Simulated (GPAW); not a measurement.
# Settings that the conductance of bicyclo[2.2.2]octane-1,4-dithiol between two Al chains needs, part 3 of 4

How do the numerical settings move the conductance of bicyclo[2.2.2]octane-1,4-dithiol between two Al chains?

GPAW 26.7.0; GPAW LCAO, PAW setups; Landauer transmission from Green's functions with principal layers (ASE), zero bias.

So far, transmission at the Fermi level (one spin): step 2 (the reference run) 0.0120; step 8 (grid spacing 0.26 Å) 0.0120; step 11 (grid spacing 0.14 Å) 0.0119; step 13 (density threshold: conv = 0.1) 0.0122; step 14 (density threshold: conv = 0.01) 0.0122.

## 15. Density threshold: conv = 0.001

run.py

```python
import json
import numpy as np
from ase import Atoms
from ase.transport.calculators import TransportCalculator
from gpaw import GPAW, FermiDirac
from gpaw.lcao.tools import get_lcao_hamiltonian
from scipy.linalg import eigh

# The junction with lead layers at both ends, along the third cell vector
device = Atoms(
    ['Al', 'Al', 'Al', 'Al', 'Al', 'Al', 'S', 'H', 'H', 'H', 'C', 'C', 'H', 'C', 'H', 'H', 'C', 'C', 'H', 'H', 'C', 'H', 'C', 'C', 'H', 'H', 'H', 'S', 'Al', 'Al', 'Al', 'Al', 'Al', 'Al'],
    positions=[
        [5.65007, 5.79471, 1.20000],
        [5.65007, 5.79471, 3.60000],
        [5.65007, 5.79471, 6.00000],
        [5.65007, 5.79471, 8.40000],
        [5.65007, 5.79471, 10.80000],
        [5.65007, 5.79471, 13.20000],
        [6.54719, 5.00895, 15.04872],
        [3.89126, 4.77360, 16.34431],
        [4.73661, 3.25002, 16.59600],
        [5.12692, 7.00890, 16.71240],
        [6.02061, 5.01180, 16.79424],
        [4.66864, 4.28760, 16.94819],
        [6.81470, 7.00851, 17.21307],
        [5.86908, 6.45844, 17.30520],
        [7.20740, 3.25137, 17.32994],
        [8.05013, 4.77652, 17.58153],
        [7.06991, 4.28866, 17.66230],
        [4.23021, 4.28868, 18.42341],
        [3.25000, 4.77656, 18.50418],
        [4.09271, 3.25139, 18.75577],
        [5.43107, 6.45844, 18.78052],
        [4.48547, 7.00853, 18.87265],
        [6.63149, 4.28758, 19.13751],
        [5.27953, 5.01181, 19.29147],
        [6.17324, 7.00889, 19.37332],
        [6.56350, 3.25000, 19.48970],
        [7.40888, 4.77357, 19.74140],
        [4.75294, 5.00896, 21.03699],
        [5.65007, 5.79471, 22.88571],
        [5.65007, 5.79471, 25.28571],
        [5.65007, 5.79471, 27.68571],
        [5.65007, 5.79471, 30.08571],
        [5.65007, 5.79471, 32.48571],
        [5.65007, 5.79471, 34.88571]],
    cell=[[11.30014, 0.0, 0.0], [0.0, 11.58942, 0.0], [0.0, 0.0, 36.08571]],
    pbc=True)

# One principal layer of the lead: the first 4 atoms of the device
lead = Atoms(
    ['Al', 'Al', 'Al', 'Al'],
    positions=[
        [5.65007, 5.79471, 1.20000],
        [5.65007, 5.79471, 3.60000],
        [5.65007, 5.79471, 6.00000],
        [5.65007, 5.79471, 8.40000]],
    cell=[[11.30014, 0.0, 0.0], [0.0, 11.58942, 0.0], [0.0, 0.0, 9.6]],
    pbc=True)

settings = dict(mode='lcao', basis='szp(dzp)', xc='LDA', h=0.2,
                occupations=FermiDirac(0.1), maxiter=250,
                mixer=dict(beta=0.1, nmaxold=8, weight=100.0),
                convergence=dict(density=0.001))
energies = np.arange(-2, 2 + 1e-9, 0.05)
eta = 0.0001
n1, n2 = 1, 1
# k and -k transmit alike, so half of the mesh across the current serves
mesh = [(i, j) for i in range(n1) for j in range(n2) if (i, j) <= (-i % n1, -j % n2)]
weights = np.array([1 if (i, j) == (-i % n1, -j % n2) else 2 for i, j in mesh]) / (n1 * n2)

# [... helper functions left out ...]
fermi_lead = ground_state(lead, (1, 1, 12), 'lead.txt')
fermi_device = ground_state(device, (1, 1, 2), 'device.txt')
# [... loop over the mesh left out, but for ...]
        # Shift the lead onto the potential of the device's first layer
        shift = ((H[:, 0, 0] - H0[:, 0, 0]) / S0[0, 0]).real.mean()
# [...]
kT = 8.617333e-5 * 300
bias = [0.1, 0.2, 0.5, 1.0, 1.5, 2.0]
# [... integrals and printing left out ...]
```

The run is started by

```
$ OMP_NUM_THREADS=1 OPENBLAS_NUM_THREADS=2 python run.py
```

The log of the run:

```text
basis functions: device 246, principal layer 36
Fermi level: lead -4.1602 eV, device -3.7616 eV; lead shifted by -0.0030 eV
largest coupling past the next layer 1.83e-15 eV, largest misfit of the first layer 0.039 eV
  E-E_F (eV)   T (one spin)  [channel counts left out]
    -2.000    9.5910e-05
    -1.950    6.9114e-05
    -1.900    4.9290e-05
[...]
1.950    7.0739e-02
     2.000    7.3346e-02
conductance at 300 K: 0.01176 G0 a cell; thermopower 13.03 uV/K
current from the zero-bias T(E) at 0.1 V: 0.090449 uA
current from the zero-bias T(E) at 0.2 V: 0.17694 uA
current from the zero-bias T(E) at 0.5 V: 0.3802 uA
current from the zero-bias T(E) at 1.0 V: 0.57168 uA
current from the zero-bias T(E) at 1.5 V: 0.8468 uA
current from the zero-bias T(E) at 2.0 V: 1.2625 uA
```

It took 51 s on 2 threads of Arm Neoverse V1, shared host; peak memory 1.6 GiB.

The conductance, 0.0118 G₀, lies 0.7 % above that of the base run.

## 16. Density threshold: conv = 1e-06

Edit run.py of step 15 so:

```diff
@@ -63,3 +63,3 @@
                 mixer=dict(beta=0.1, nmaxold=8, weight=100.0),
-                convergence=dict(density=0.001))
+                convergence=dict(density=1e-06))
 energies = np.arange(-2, 2 + 1e-9, 0.05)
```

The log of the run:

```text
basis functions: device 246, principal layer 36
Fermi level: lead -4.1603 eV, device -3.7622 eV; lead shifted by -0.0050 eV
largest coupling past the next layer 1.40e-15 eV, largest misfit of the first layer 0.039 eV
  E-E_F (eV)   T (one spin)  [channel counts left out]
    -2.000    9.8245e-05
    -1.950    7.0759e-05
    -1.900    5.0439e-05
[...]
1.950    7.0508e-02
     2.000    7.3117e-02
conductance at 300 K: 0.011673 G0 a cell; thermopower 12.05 uV/K
current from the zero-bias T(E) at 0.1 V: 0.089756 uA
current from the zero-bias T(E) at 0.2 V: 0.17545 uA
current from the zero-bias T(E) at 0.5 V: 0.37515 uA
current from the zero-bias T(E) at 1.0 V: 0.56186 uA
current from the zero-bias T(E) at 1.5 V: 0.83644 uA
current from the zero-bias T(E) at 2.0 V: 1.2511 uA
```

Run time: 79 s. Hardware: 2 threads; peak memory 1.6 GiB.

One spin. Transmission, zone mean against energy, zero at the Fermi level:

energy (eV), transmission, zone mean and a bar:
```
   -2.000     0.0001 
   -1.800     0.0000 
   -1.600     0.0000 
   -1.400     0.0000 
   -1.200     0.0000 
   -1.000     0.0000 
   -0.800     0.0000 
   -0.600     0.0000 
   -0.400     0.0000 
   -0.200     0.0101 ####
   -0.050     0.0128 #####
    0.000     0.0120 #####
    0.200     0.0057 ##
    0.400     0.0050 ##
    0.450     0.0168 #######
    0.600     0.0143 ######
    0.800     0.0192 ########
    1.000     0.0251 ##########
    1.200     0.0327 #############
    1.400     0.0416 #################
    1.600     0.0517 #####################
    1.800     0.0625 ##########################
    2.000     0.0731 ##############################
```

The conductance equals that of the base run to 0.2 %.

## 17. Convergence in the density threshold

The runs and the base run on one axis.

This step: convergence of the conductance (GPAW 26.7.0).

The conductance by log10 of the density threshold:

```tsv
log10 of the density threshold	conductance (G₀)
-6.00	0.0117
-4.00	0.0117
-3.00	0.0118
-2.00	0.0120
-1.00	0.0120
```

## 18. Varying the width of the vacuum box

The images of the wire across the vacuum must not overlap or polarise each other.

This step: GPAW LCAO, PAW setups; Landauer transmission from Green's functions with principal layers (ASE), zero bias (GPAW 26.7.0).

The cell differs from the one that the last finished run ended in (a 11.300 → 7.300 Å, b 11.589 → 7.589 Å).

run.py

```python
import json
import numpy as np
from ase import Atoms
from ase.transport.calculators import TransportCalculator
from gpaw import GPAW, FermiDirac
from gpaw.lcao.tools import get_lcao_hamiltonian
from scipy.linalg import eigh

# The junction with lead layers at both ends, along the third cell vector
device = Atoms(
    ['Al', 'Al', 'Al', 'Al', 'Al', 'Al', 'S', 'H', 'H', 'H', 'C', 'C', 'H', 'C', 'H', 'H', 'C', 'C', 'H', 'H', 'C', 'H', 'C', 'C', 'H', 'H', 'H', 'S', 'Al', 'Al', 'Al', 'Al', 'Al', 'Al'],
    positions=[
        [3.65007, 3.79471, 1.20000],
        [3.65007, 3.79471, 3.60000],
        [3.65007, 3.79471, 6.00000],
        [3.65007, 3.79471, 8.40000],
        [3.65007, 3.79471, 10.80000],
        [3.65007, 3.79471, 13.20000],
        [4.54719, 3.00895, 15.04872],
        [1.89126, 2.77360, 16.34431],
        [2.73661, 1.25002, 16.59600],
        [3.12692, 5.00890, 16.71240],
        [4.02061, 3.01180, 16.79424],
        [2.66864, 2.28760, 16.94819],
        [4.81470, 5.00851, 17.21307],
        [3.86908, 4.45844, 17.30520],
        [5.20740, 1.25137, 17.32994],
        [6.05013, 2.77652, 17.58153],
        [5.06991, 2.28866, 17.66230],
        [2.23021, 2.28868, 18.42341],
        [1.25000, 2.77656, 18.50418],
        [2.09271, 1.25139, 18.75577],
        [3.43107, 4.45844, 18.78052],
        [2.48547, 5.00853, 18.87265],
        [4.63149, 2.28758, 19.13751],
        [3.27953, 3.01181, 19.29147],
        [4.17324, 5.00889, 19.37332],
        [4.56350, 1.25000, 19.48970],
        [5.40888, 2.77357, 19.74140],
        [2.75294, 3.00896, 21.03699],
        [3.65007, 3.79471, 22.88571],
        [3.65007, 3.79471, 25.28571],
        [3.65007, 3.79471, 27.68571],
        [3.65007, 3.79471, 30.08571],
        [3.65007, 3.79471, 32.48571],
        [3.65007, 3.79471, 34.88571]],
    cell=[[7.30014, 0.0, 0.0], [0.0, 7.58942, 0.0], [0.0, 0.0, 36.08571]],
    pbc=True)

# One principal layer of the lead: the first 4 atoms of the device
lead = Atoms(
    ['Al', 'Al', 'Al', 'Al'],
    positions=[
        [3.65007, 3.79471, 1.20000],
        [3.65007, 3.79471, 3.60000],
        [3.65007, 3.79471, 6.00000],
        [3.65007, 3.79471, 8.40000]],
    cell=[[7.30014, 0.0, 0.0], [0.0, 7.58942, 0.0], [0.0, 0.0, 9.6]],
    pbc=True)

settings = dict(mode='lcao', basis='szp(dzp)', xc='LDA', h=0.2,
                occupations=FermiDirac(0.1), maxiter=250,
                mixer=dict(beta=0.1, nmaxold=8, weight=100.0),
                convergence=dict(density=0.0001))
energies = np.arange(-2, 2 + 1e-9, 0.05)
eta = 0.0001
n1, n2 = 1, 1
# k and -k transmit alike, so half of the mesh across the current serves
mesh = [(i, j) for i in range(n1) for j in range(n2) if (i, j) <= (-i % n1, -j % n2)]
weights = np.array([1 if (i, j) == (-i % n1, -j % n2) else 2 for i, j in mesh]) / (n1 * n2)

# [... helper functions left out ...]
fermi_lead = ground_state(lead, (1, 1, 12), 'lead.txt')
fermi_device = ground_state(device, (1, 1, 2), 'device.txt')
# [... loop over the mesh left out, but for ...]
        # Shift the lead onto the potential of the device's first layer
        shift = ((H[:, 0, 0] - H0[:, 0, 0]) / S0[0, 0]).real.mean()
# [...]
kT = 8.617333e-5 * 300
bias = [0.1, 0.2, 0.5, 1.0, 1.5, 2.0]
# [... integrals and printing left out ...]
```

The log of the run:

```text
basis functions: device 246, principal layer 36
Fermi level: lead -3.1028 eV, device -2.4947 eV; lead shifted by -0.0054 eV
largest coupling past the next layer 1.56e-15 eV, largest misfit of the first layer 0.041 eV
  E-E_F (eV)   T (one spin)  [channel counts left out]
    -2.000    5.1669e-05
    -1.950    3.6429e-05
    -1.900    2.5264e-05
    -1.850    1.7149e-05
    -1.800    1.1321e-05
    -1.750    7.2036e-06
    -1.700    4.3619e-06
    -1.650    2.4637e-06
    -1.600    1.2546e-06
    -1.550    5.3819e-07
    -1.500    1.6205e-07
    -1.450    6.4717e-09
    -1.400    4.3231e-15
    -1.350    1.2043e-16
    -1.300    2.5738e-17
    -1.250    1.3434e-16
[...]
1.650    7.4915e-02
     1.700    7.8345e-02
     1.750    8.1759e-02
     1.800    8.5133e-02
     1.850    8.8445e-02
     1.900    9.1676e-02
     1.950    9.4808e-02
     2.000    9.7827e-02
conductance at 300 K: 0.015768 G0 a cell; thermopower 17.32 uV/K
current from the zero-bias T(E) at 0.1 V: 0.12117 uA
current from the zero-bias T(E) at 0.2 V: 0.23641 uA
current from the zero-bias T(E) at 0.5 V: 0.50216 uA
current from the zero-bias T(E) at 1.0 V: 0.78656 uA
current from the zero-bias T(E) at 1.5 V: 1.2284 uA
current from the zero-bias T(E) at 2.0 V: 1.8302 uA
```

It took 52 s on 2 threads; peak memory 0.94 GiB.

This step gave:

```yaml
conductance: 0.01577 G₀
thermopower: 17.32 μV/K
largest_coupling_past_the_next_principal_layer: 1.56e-15 eV
largest_misfit_of_the_first_principal_layer: 0.04143 eV
shift_that_aligns_the_lead: -0.005371 eV
transmission_at_the_fermi_level_one_spin: 0.01620
```

One spin. The transmission, zone mean by energy, zero at the Fermi level:

```tsv
energy (eV)	transmission, zone mean
-2.00	5.2e-5
-1.85	1.7e-5
-1.70	4.4e-6
-1.60	1.3e-6
-1.45	6.5e-9
-1.30	0
-1.15	0
-1.05	0
-0.90	0
-0.75	0
-0.60	0
-0.50	0
-0.35	0.00368
-0.20	0.0154
-0.10	0.0183
-0.05	0.0179
0.00	0.0162
0.05	0.0137
0.20	0.00554
0.35	0.00806
0.40	0.0239
0.50	0.0116
0.60	0.0241
0.75	0.0264
0.90	0.0318
1.05	0.0386
1.15	0.0437
1.30	0.0521
1.45	0.0615
1.60	0.0715
1.70	0.0783
1.85	0.0884
2.00	0.0978
```

Not self-consistent under bias; the bias window is split evenly. Table of current through one cell, from the zero-bias transmission by bias:

```tsv
bias (V)	current through one cell, from the zero-bias transmission (μA)
0.100	0.121
0.200	0.236
0.500	0.502
1.000	0.787
1.500	1.23
2.000	1.83
```

The conductance, 0.0158 G₀, lies 35 % above that of the base run.

## 19. Varying the width of the vacuum box

The cell differs from the one that the last finished run ended in (a 7.300 → 8.300 Å, b 7.589 → 8.589 Å).

run.py

```python
import json
import numpy as np
from ase import Atoms
from ase.transport.calculators import TransportCalculator
from gpaw import GPAW, FermiDirac
from gpaw.lcao.tools import get_lcao_hamiltonian
from scipy.linalg import eigh

# The junction with lead layers at both ends, along the third cell vector
device = Atoms(
    ['Al', 'Al', 'Al', 'Al', 'Al', 'Al', 'S', 'H', 'H', 'H', 'C', 'C', 'H', 'C', 'H', 'H', 'C', 'C', 'H', 'H', 'C', 'H', 'C', 'C', 'H', 'H', 'H', 'S', 'Al', 'Al', 'Al', 'Al', 'Al', 'Al'],
    positions=[
        [4.15007, 4.29471, 1.20000],
        [4.15007, 4.29471, 3.60000],
        [4.15007, 4.29471, 6.00000],
        [4.15007, 4.29471, 8.40000],
        [4.15007, 4.29471, 10.80000],
        [4.15007, 4.29471, 13.20000],
        [5.04719, 3.50895, 15.04872],
        [2.39126, 3.27360, 16.34431],
        [3.23661, 1.75002, 16.59600],
        [3.62692, 5.50890, 16.71240],
        [4.52061, 3.51180, 16.79424],
        [3.16864, 2.78760, 16.94819],
        [5.31470, 5.50851, 17.21307],
        [4.36908, 4.95844, 17.30520],
        [5.70740, 1.75137, 17.32994],
        [6.55013, 3.27652, 17.58153],
        [5.56991, 2.78866, 17.66230],
        [2.73021, 2.78868, 18.42341],
        [1.75000, 3.27656, 18.50418],
        [2.59271, 1.75139, 18.75577],
        [3.93107, 4.95844, 18.78052],
        [2.98547, 5.50853, 18.87265],
        [5.13149, 2.78758, 19.13751],
        [3.77953, 3.51181, 19.29147],
        [4.67324, 5.50889, 19.37332],
        [5.06350, 1.75000, 19.48970],
        [5.90888, 3.27357, 19.74140],
        [3.25294, 3.50896, 21.03699],
        [4.15007, 4.29471, 22.88571],
        [4.15007, 4.29471, 25.28571],
        [4.15007, 4.29471, 27.68571],
        [4.15007, 4.29471, 30.08571],
        [4.15007, 4.29471, 32.48571],
        [4.15007, 4.29471, 34.88571]],
    cell=[[8.30014, 0.0, 0.0], [0.0, 8.58942, 0.0], [0.0, 0.0, 36.08571]],
    pbc=True)

# One principal layer of the lead: the first 4 atoms of the device
lead = Atoms(
    ['Al', 'Al', 'Al', 'Al'],
    positions=[
        [4.15007, 4.29471, 1.20000],
        [4.15007, 4.29471, 3.60000],
        [4.15007, 4.29471, 6.00000],
        [4.15007, 4.29471, 8.40000]],
    cell=[[8.30014, 0.0, 0.0], [0.0, 8.58942, 0.0], [0.0, 0.0, 9.6]],
    pbc=True)

settings = dict(mode='lcao', basis='szp(dzp)', xc='LDA', h=0.2,
                occupations=FermiDirac(0.1), maxiter=250,
                mixer=dict(beta=0.1, nmaxold=8, weight=100.0),
                convergence=dict(density=0.0001))
energies = np.arange(-2, 2 + 1e-9, 0.05)
eta = 0.0001
n1, n2 = 1, 1
# k and -k transmit alike, so half of the mesh across the current serves
mesh = [(i, j) for i in range(n1) for j in range(n2) if (i, j) <= (-i % n1, -j % n2)]
weights = np.array([1 if (i, j) == (-i % n1, -j % n2) else 2 for i, j in mesh]) / (n1 * n2)

# [... helper functions left out ...]
fermi_lead = ground_state(lead, (1, 1, 12), 'lead.txt')
fermi_device = ground_state(device, (1, 1, 2), 'device.txt')
# [... loop over the mesh left out, but for ...]
        # Shift the lead onto the potential of the device's first layer
        shift = ((H[:, 0, 0] - H0[:, 0, 0]) / S0[0, 0]).real.mean()
# [...]
kT = 8.617333e-5 * 300
bias = [0.1, 0.2, 0.5, 1.0, 1.5, 2.0]
# [... integrals and printing left out ...]
```

The log of the run:

```text
basis functions: device 246, principal layer 36
Fermi level: lead -3.5456 eV, device -3.0136 eV; lead shifted by -0.0072 eV
largest coupling past the next layer 1.29e-15 eV, largest misfit of the first layer 0.041 eV
  E-E_F (eV)   T (one spin)  [channel counts left out]
    -2.000    7.5025e-05
    -1.950    5.4033e-05
    -1.900    3.8455e-05
    -1.850    2.6946e-05
    -1.800    1.8506e-05
    -1.750    1.2383e-05
    -1.700    8.0061e-06
    -1.650    4.9421e-06
    -1.600    2.8587e-06
    -1.550    1.4999e-06
    -1.500    6.6777e-07
    -1.450    2.0773e-07
    -1.400    7.7653e-12
    -1.350    7.5680e-15
    -1.300    5.7775e-16
    -1.250    1.5318e-17
[...]
1.650    6.1891e-02
     1.700    6.4825e-02
     1.750    6.7762e-02
     1.800    7.0682e-02
     1.850    7.3566e-02
     1.900    7.6398e-02
     1.950    7.9161e-02
     2.000    8.1843e-02
conductance at 300 K: 0.013462 G0 a cell; thermopower 13.7 uV/K
current from the zero-bias T(E) at 0.1 V: 0.10349 uA
current from the zero-bias T(E) at 0.2 V: 0.20221 uA
current from the zero-bias T(E) at 0.5 V: 0.43398 uA
current from the zero-bias T(E) at 1.0 V: 0.6513 uA
current from the zero-bias T(E) at 1.5 V: 0.99347 uA
current from the zero-bias T(E) at 2.0 V: 1.4861 uA
```

The job ended after 51 s (2 threads; peak memory 1.1 GiB).

This step gave:

```yaml
conductance: 0.01346 G₀
thermopower: 13.70 μV/K
largest_coupling_past_the_next_principal_layer: 1.29e-15 eV
largest_misfit_of_the_first_principal_layer: 0.04092 eV
shift_that_aligns_the_lead: -0.007237 eV
transmission_at_the_fermi_level_one_spin: 0.01381
```

One spin. Transmission, zone mean against energy, zero at the Fermi level:

```tsv
energy (eV)	transmission, zone mean
-2.000	7.5e-5
-1.800	1.9e-5
-1.600	2.9e-6
-1.400	7.8e-12
-1.200	0
-1.000	0
-0.800	0
-0.600	0
-0.400	3.9e-11
-0.200	0.0125
-0.100	0.0150
0.000	0.0138
0.200	0.00597
0.400	0.00868
0.450	0.0212
0.600	0.0206
0.800	0.0230
1.000	0.0296
1.200	0.0380
1.400	0.0478
1.600	0.0590
1.800	0.0707
2.000	0.0818
```

Not self-consistent under bias; the bias window is split evenly. Current through one cell, from the zero-bias transmission against bias:

```tsv
bias (V)	current through one cell, from the zero-bias transmission (μA)
0.100	0.103
0.200	0.202
0.500	0.434
1.000	0.651
1.500	0.993
2.000	1.49
```

The conductance, 0.0135 G₀, lies 15 % above that of the base run.

(Continued in part 4 of 4.)

[Logs are printed without paths, hosts, clocks, repeated set-up lines and the standing remarks that a program may print on its own settings, such as how far it seeks lower states.]

[Hosts, paths, dates, database ids (printed as entryN), source tags and the programs' standing remarks are cut or masked in the printed files.]
